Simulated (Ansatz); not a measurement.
# How fast states decay through Rb2H2SO, part 2 of 2

Wanted: the relaxed cell of Rb2H2SO, its band edges and its decay constants. It is built by putting S for part of the O in the RbHO structure of space group P2_1/m, with the volume rescaled by atomic radii. The parent structure comes from the Materials Project.

Ansatz 0.2.0; PBEsol DFT, plane waves, PAW files (the session's first sound run).

So far, gap on the k-mesh (eV): step 3 (band edges) 2.92; step 4 (complex bands, plane (001)) 2.92.

The structure was built from a prototype and need not be the compound's stable phase.

## (5) Complex bands, plane (100), k-mesh 6×4×6 (continued)

K parallel (0.5, 0); values up to 1.5 1/Å, a degenerate pair printed once or twice; energies at which all values exceed this have no row. The Im kz of the slowest decaying states by energy, zero at the highest filled level on the SCF mesh:

```csv
energy (eV),decay 1 (Å⁻¹),decay 2 (Å⁻¹),decay 3 (Å⁻¹),decay 4 (Å⁻¹)
-1.00,0.345,0.525,0.542,0.952
-0.76,0.146,0.381,0.551,0.895
-0.52,0.136,0.142,0.589,0.810
-0.28,0.249,0.377,0.570,0.677
-0.04,0.247,0.415,0.435,0.699
0.20,0.403,0.455,0.528,0.820
0.44,0.469,0.499,0.601,0.855
0.68,0.473,0.573,0.670,0.854
0.92,0.473,0.636,0.765,0.896
1.16,0.469,0.694,0.773,0.910
1.40,0.463,0.754,0.780,0.900
1.72,0.451,0.787,0.843,0.877
1.96,0.440,0.790,0.829,0.846
2.20,0.427,0.790,0.790,0.846
2.44,0.412,0.753,0.789,0.843
2.68,0.394,0.716,0.787,0.804
2.92,0.373,0.677,0.764,0.783
3.16,0.349,0.637,0.723,0.750
3.40,0.320,0.593,0.679,0.682
3.64,0.284,0.545,0.615,0.639
3.88,0.237,0.489,0.551,0.595
```

At the listed wavevectors the last open channel is at -0.04 eV and the next at +3.00 eV on the grid. At +1.48 eV, the grid energy nearest the filling level (the middle of the gap on the SCF mesh), the slowest state at the listed wavevectors decays with κ = 0.308 Å⁻¹, its amplitude falling by e over 3.2 Å; the first such run, plane (001), gave 0.324 Å⁻¹.

## (6) Band edges at another level

This step: PBEsol DFT, plane waves, JTH PAW files (Ansatz 0.2.0).

The edges again with JTH files, at the same atoms.

File input.yaml:

```yaml
crystal:
  lattice:
    - [4.1659554251, 0.0, 0.0881161915]
    - [0.0, 4.5186398315, 0.0]
    - [-1.3315544356, 0.0, 6.984734905]
  atoms:
    - { symbol: Rb, position: [0.146851531, 0.25, 0.2522909118] }
    - { symbol: Rb, position: [0.7445304597, 0.75, 0.644422276] }
    - { symbol: H, position: [0.5860836611, 0.25, 0.8929335291] }
    - { symbol: H, position: [0.5834504237, 0.75, 0.1388207986] }
    - { symbol: S, position: [0.276505584, 0.25, 0.7958397187] }
    - { symbol: O, position: [0.6625783405, 0.75, 0.2756927658] }
kpoints:
  mp_grid: { grid: [6, 6, 4] }
  band_path: { path: [VBM, CBM], npoints: 30 }
scf:
  occupations: { method: fixed }
hamiltonian:
  xc: pbesol
  pseudopotentials: { kind: paw, source: jth }
output:
  eigenvalues: true
```

Started as:

```
$ ansatz run input.yaml --threads 2 --pin off --max-ram 4096MiB --backend cpu --events-out ev --progress --plain --runs-dir out
```

Wall time 0.02 s (2 threads of Arm Neoverse V2, shared host); peak memory 0.036 GiB.

The input was rejected at the start.

The program's message: “Error: inconsistent input (hamiltonian.pseudopotentials.source, hamiltonian.xc, hamiltonian.pseudopotentials.xc_functional): this build's library has no table of `source: jth` for `kind: paw` and the …”

## (7) A repeat with changed settings

This step: PBEsol DFT, plane waves, PAW files; complex bands by layer matching along the plane's normal; changed: output.transmission.leads = [[0, 3], [1, 5]], scf.max_iter = 80 (Ansatz 0.2.0).

This run repeats an earlier one, its twin (the complex run, plane (001)), with two settings changed (output.transmission.leads, scf.max_iter; files written aside). The setting was drawn as a possible misstep, on purpose. Where the input is shown as a difference, that is against the step before, not the twin.

File input.yaml:

```yaml
crystal:
  lattice:
    - [4.166887216, 0.0, 0.0]
    - [0.0, 4.518639832, 0.0]
    - [-1.183552117, 0.0, 7.011331064]
  atoms:
    - { symbol: Rb, position: [0.146851531, 0.25, 0.2522909118] }
    - { symbol: Rb, position: [0.7445304597, 0.75, 0.644422276] }
    - { symbol: H, position: [0.5860836611, 0.25, 0.8929335291] }
    - { symbol: H, position: [0.5834504237, 0.75, 0.1388207986] }
    - { symbol: S, position: [0.276505584, 0.25, 0.7958397187] }
    - { symbol: O, position: [0.6625783405, 0.75, 0.2756927658] }
kpoints:
  mp_grid: { grid: [6, 6, 4] }
scf:
  occupations: { method: fixed }
  max_iter: 80
hamiltonian:
  xc: pbesol
output:
  eigenvalues: true
  transmission:
    leads: [[0, 3], [1, 5]]
    kpoints: [[0.0, 0.0], [0.5, 0.0]]
    e_range: [-1.0, 3.92]
    de: 0.08
```

Elapsed: 0.1 s, on 2 threads; peak memory 0.096 GiB.

The program refused the input before any cycle.

The program's message: “Error: inconsistent input (output.transmission.leads, crystal): the sites of the lead [3, 0] differ in their species, or no multiple of their step up to half the cell repeats the moments and Hubbard p …”

The change that led to it: output.transmission.leads = [[0, 3], [1, 5]].

## (8) A check of the settings

This step: PBEsol DFT, plane waves, PAW files; complex bands by layer matching along the plane's normal; changed: scf.convergence.dr2_threshold = -1e-06, scf.max_iter = 50 (Ansatz 0.2.0).

This run repeats an earlier one, its twin (the complex run, plane (001)), with two settings changed (scf.convergence.dr2_threshold, scf.max_iter; files written aside). The setting was drawn as a possible misstep, on purpose. Where the input is shown as a difference, that is against the step before, not the twin.

Edit input.yaml of step 7 so:

```diff
@@ -16,3 +16,4 @@
   occupations: { method: fixed }
-  max_iter: 80
+  convergence: { dr2_threshold: -1.0e-06 }
+  max_iter: 50
 hamiltonian:
@@ -22,3 +23,3 @@
   transmission:
-    leads: [[0, 3], [1, 5]]
+    leads: [[0, 0]]
     kpoints: [[0.0, 0.0], [0.5, 0.0]]
```

Elapsed: 0.02 s, on 2 threads; peak memory 0.031 GiB.

The program refused the input before any cycle.

The program's message: “Error: invalid value for `scf.convergence.dr2_threshold`: must be finite and > 0; got -0.000001 eV”

The change that led to it: scf.convergence.dr2_threshold = -1e-06.

## (9) What came out

* band gap: 2.92 eV
* least decay constant at mid-gap, normal to (001): 0.324 Å⁻¹
* least decay constant at mid-gap, normal to (100): 0.308 Å⁻¹

What this shows: With PBEsol, the slowest decay at the wavevectors tried is κ = 0.308 Å⁻¹, normal to (100). Through such a film the transmission near mid-gap falls as exp(−2κd), a factor of ten every 3.7 Å. The directions tried decay at nearly the same rate. A free electron under a barrier of half the gap would need a mass of 0.25 mₑ to decay at this rate. The compound is made up by substitution; its stability against other phases and against distortions of the cell's symmetry was not tested. A semilocal functional narrows gaps, so real decay constants are likely larger.

[Logs are printed without paths, hosts, clocks, repeated set-up lines and the standing remarks that a program may print on its own settings, such as how far it seeks lower states.]

[Hosts, paths, dates, database ids (printed as entryN), source tags and the programs' standing remarks are cut or masked in the printed files.]
